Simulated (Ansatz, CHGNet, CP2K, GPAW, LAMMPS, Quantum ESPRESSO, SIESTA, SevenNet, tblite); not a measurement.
**Forces in glassy 40SiO2-28Al2O3-16Li2O-16SrO (mol %) (85 atoms), program by program**

Aim: forces, pressure and gap of glassy 40SiO2-28Al2O3-16Li2O-16SrO (mol %) (85 atoms) at one geometry, from other programs and methods, against plane-wave PBE.

Results are calculated, not measured.

### Step 1. The cell

The cell holds 85 atoms (10 Si, 14 Al, 8 Li, 4 Sr and 49 O), with edges of 10.15, 10.15 and 10.15 Å. Recipe: 85 atoms (10 Si, 14 Al, 8 Li, 4 Sr, 49 O) placed at random at 2.93 g/cm³, melted at 4000 K for 10 ps at fixed volume with the Morse and Coulomb pair potential with partial charges (Pedone, Malavasi, Menziani, Cormack and Segre, J. Phys. Chem. B 110, 11780 (2006)). Quenched from 4000 K to 300 K at 6 K/ps and fixed volume, held 5 ps, then minimised at fixed cell. The density is 2.93 g/cm³.

### Step 2. The reference input

Quantum ESPRESSO 7.5: Kohn-Sham DFT, PBE, SSSP efficiency 1.3.0 pseudopotentials, plane waves. Its input, pw.in:

```
&control
  calculation = 'scf'
  pseudo_dir = './pseudo'
  outdir = './tmp'
  disk_io = 'none'
  tprnfor = .true.
  tstress = .true.
/
&system
  ibrav = 0
  nat = 85
  ntyp = 5
  ecutwfc = 60
  ecutrho = 480
  nosym = .true.
  occupations = 'smearing'
  smearing = 'fd'
  degauss = 0.003675
/
&electrons
  conv_thr = 4.3e-07
  electron_maxstep = 100
  mixing_beta = 0.4
  mixing_mode = 'plain'
  diagonalization = 'david'
/
ATOMIC_SPECIES
Si 28.085 Si.upf
Al 26.982 Al.upf
Li 6.940 Li.upf
Sr 87.620 Sr.upf
O 15.999 O.upf
CELL_PARAMETERS angstrom
10.15170 0.00000 0.00000
0.00000 10.15170 0.00000
0.00000 0.00000 10.15170
ATOMIC_POSITIONS crystal
Si 0.75706 0.32435 0.74161
Si 0.11876 0.28916 0.66301
Si 0.19136 0.46030 0.15665
Si 0.27031 0.12093 0.87191
[... 79 atom lines left out ...]
O 0.23810 0.28644 0.55357
O 0.30367 0.99861 0.78829
K_POINTS gamma
```

```console
$ OMP_NUM_THREADS=1 mpirun -np 4 pw.x -in pw.in > output.txt
```

Elapsed: 2.4 min, on 4 MPI ranks of Arm Neoverse V2, shared host; peak memory 3.1 GiB; 9.5 min of CPU time.

It converged with an r.m.s. force component of 0.76 eV/Å and a pressure of 4.6 GPa.

Its highest filled and lowest empty levels lie 3.67 eV apart on its k-points.

### Step 3. The other programs

- CHGNet: machine-learned potential, published weights.
- CP2K 2026.2: Gaussian basis with GTH pseudopotentials and a plane-wave density; labels give functional, basis (MOLOPT sets; SR short-range, UZH the newer set with its own potentials), grid cutoff/relative cutoff and solver (OT: orbital transformation; TRS4, TC2, SIGN: linear-scaling purification with its sparsity filter), or its built-in tight binding.
- GPAW 26.7.0: PAW with atomic orbitals (LCAO), plane waves or a real-space grid of spacing h.
- SIESTA 5.4.2: numerical atomic orbitals, whose automatically made sets are far from complete, with PseudoDojo norm-conserving potentials that we converted to its format (checked against plane waves on the same files for H, C, O, Si, Ge and Ca alone); labels give functional, basis size, energy shift and mesh cutoff.
- SevenNet: machine-learned potential, published weights.
- tblite 0.8.0: extended tight binding, driven from Python.

All use the same cell and atoms, and the electronic-structure runs the same k-mesh.

### Step 4. All runs compared

Differences are against the reference: forces as r.m.s. over components, share as that over the reference's r.m.s. force, slope as the fitted ratio of a run's forces to the reference's.

| run | Δ force, r.m.s. (meV/Å) | share (%) | slope | Δ pressure (GPa) | Δ gap (eV) | cores | CPU time | memory (GiB) |
| --- | --- | --- | --- | --- | --- | --- | --- | --- |
| reference | - | - | - | - | - | 4 | 9.5 min | 3.1 |
| CHGNet r2SCAN potential | 276 | 36.4 | 0.668 | -4.67 | - | 1 | 3.4 s | 1.3 |
| CP2K PBE+D3(BJ), DZVP-MOLOPT-SR, 600/50 Ry, diagonalisation | 83.5 | 11.0 | 0.978 | -2.60 | -0.0876 | 4 | 4.8 min | 4 |
| CP2K PBE, DZVP-MOLOPT-SR, 300/50 Ry, diagonalisation (coarse) | 124 | 16.3 | 0.979 | -0.108 | -0.0891 | 2 | 3.2 min | 1.2 |
| CP2K PBE, DZVP-MOLOPT-SR, 600/50 Ry, TRS4 filter 1e-03, SCF 1e-04 (coarse) | 206 | 27.1 | 0.923 | -0.0364 | - | 4 | 99 s | 2.6 |
| CP2K PBE, DZVP-MOLOPT-SR, 600/50 Ry, TRS4 filter 1e-07, SCF 1e-07 | 79.8 | 10.5 | 0.980 | -0.295 | - | 4 | 2.9 min | 2.6 |
| CP2K PBE, DZVP-MOLOPT-SR, 600/50 Ry, diagonalisation | 82.5 | 10.9 | 0.978 | -0.288 | -0.0876 | 4 | 4.8 min | 3.9 |
| CP2K PBE, SZV-MOLOPT-SR, 600/50 Ry, diagonalisation (coarse) | 959 | 127 | 1.940 | 16.7 | -1.44 | 1 | 2.6 min | 2.4 |
| GPAW PBE, LCAO dzp, h 0.18 Å | 270 | 35.5 | 1.304 | - | -0.103 | 1 | 3.6 min | 1.7 |
| GPAW PBE, LCAO sz(dzp), h 0.18 Å (coarse) | 1003 | 132 | 1.984 | - | -0.766 | 1 | 67 s | 1.3 |
| GPAW PBE, LCAO szp(dzp), h 0.18 Å (coarse) | 306 | 40.4 | 1.329 | - | -0.109 | 1 | 2.7 min | 1.6 |
| SIESTA PBE, DZ, shift 0.01 Ry, mesh 500 Ry (coarse) | 816 | 108 | 1.824 | 10.1 | -0.378 | 2 | 2.5 min | 1.5 |
| SIESTA PBE, DZP, shift 0.01 Ry, mesh 500 Ry | 277 | 36.5 | 1.278 | 4.06 | -0.187 | 2 | 7.1 min | 2.5 |
| SIESTA PBE, SZP, shift 0.01 Ry, mesh 500 Ry (coarse) | 501 | 66.1 | 1.528 | 6.96 | -0.161 | 2 | 5.4 min | 2.2 |
| SevenNet 0 potential | 58.5 | 7.71 | 0.971 | -0.170 | - | 1 | 6.7 s | 0.97 |
| SevenNet l3i5 potential | 52.1 | 6.88 | 0.966 | -0.299 | - | 1 | 8.8 s | 1.6 |
| tblite IPEA1-xTB | 407 | 53.7 | 0.809 | -4.78 | - | 1 | 6.1 s | 0.13 |

Rows marked coarse were listed beforehand as settings not expected to be converged; some can still land near the reference.

Times of the machine-learned potentials are mostly Python's start and the loading of weights.

Runs without a result: CP2K GFN1-xTB, diagonalisation (not converged); tblite GFN2-xTB (not converged); CP2K HSE06 with ADMM, PBE0 potentials, DZVP-UZH, 600/50 Ry, OT DIIS (cut off at its time limit).

CPU time is summed over cores on shared hosts, so it is rough.

### Step 5. What came out

Forces lie from 6.9 % (SevenNet l3i5 potential) to 132 % (GPAW PBE, LCAO sz(dzp), h 0.18 Å, coarse) of the reference's r.m.s. force of 0.76 eV/Å away from it. The PBE runs in local orbitals, coarse settings apart, differ by 11 % (CP2K PBE, DZVP-MOLOPT-SR, 600/50 Ry, TRS4 filter 1e-07, SCF 1e-07) to 37 % (SIESTA PBE, DZP, shift 0.01 Ry, mesh 500 Ry); basis, grid and potentials can all enter. Tight binding differs by 54 % (tblite IPEA1-xTB); it is another model, with fitted parameters of its own, and the xTB methods hold dispersion. Machine-learned potentials differ by 6.9 % (SevenNet l3i5 potential) to 36 % (CHGNet r2SCAN potential); they were trained on other programs' data, some at another functional.

Rows with another functional or a dispersion term differ by 11 % (CP2K PBE+D3(BJ), DZVP-MOLOPT-SR, 600/50 Ry, diagonalisation), which mixes the change of model with differences of basis and potentials. IPEA1-xTB was fitted to ionisation energies and electron affinities, not to forces or charges. Runs with settings chosen to be coarse differ by 16 % (CP2K PBE, DZVP-MOLOPT-SR, 300/50 Ry, diagonalisation) to 132 % (GPAW PBE, LCAO sz(dzp), h 0.18 Å), their programs' other errors included. SIESTA PBE, SZP, shift 0.01 Ry, mesh 500 Ry stiffens the forces by a factor of 1.53 while following their directions (correlation 0.968); the slopes of the 3 SIESTA runs lie between 1.28 and 1.82; the difference isn't even, but is largest on one element. From CP2K PBE, DZVP-MOLOPT-SR, 300/50 Ry, diagonalisation to the finer CP2K PBE, DZVP-MOLOPT-SR, 600/50 Ry, diagonalisation the share falls from 16 to 11 %. Pressures at PBE, coarse settings apart, lie -0.30 to +4.06 GPa from the reference's. Gaps at PBE, coarse settings apart, lie -0.19 to -0.09 eV from the reference's.

**Limits.** Periodic xTB results under one method name differ between programs and library versions. The potentials hold different valence shells: 440 electrons in the reference, 424 in GPAW; this bears on time and differences. The reference's pressure holds the uncorrected Pulay stress of its 60 Ry basis, so small pressure differences may be the reference's own error. Machine-learned potentials mimic data converged in k, so the reference's own k-point error enters their differences. The quench rate of 6 K/ps is many orders above laboratory rates, so the cell is likely richer in defects and strain than a real sample. The network of bonds at the start is that of the classical potential that made the cell, and needn't be the one that DFT or experiment would give. The electronic-structure runs sample only Γ, in a cell whose shortest periodic width is 10 Å. The reference's pressure of 4.6 GPa reflects the volume that the recipe set, positions that aren't this level's minimum and the basis. Where levels are smeared, the DFT runs use Fermi–Dirac occupations at 580 K (0.05 eV), and energies are free energies. The reference's cutoffs and mesh weren't converged further here.

[Logs are printed without paths, hosts, clocks, repeated set-up lines and the standing remarks that a program may print on its own settings, such as how far it seeks lower states.]

[Hosts, paths, dates, database ids (printed as entryN), source tags and the programs' standing remarks are cut or masked in the printed files.]

[Cells were taken only where this reference lay near another plane-wave run.]
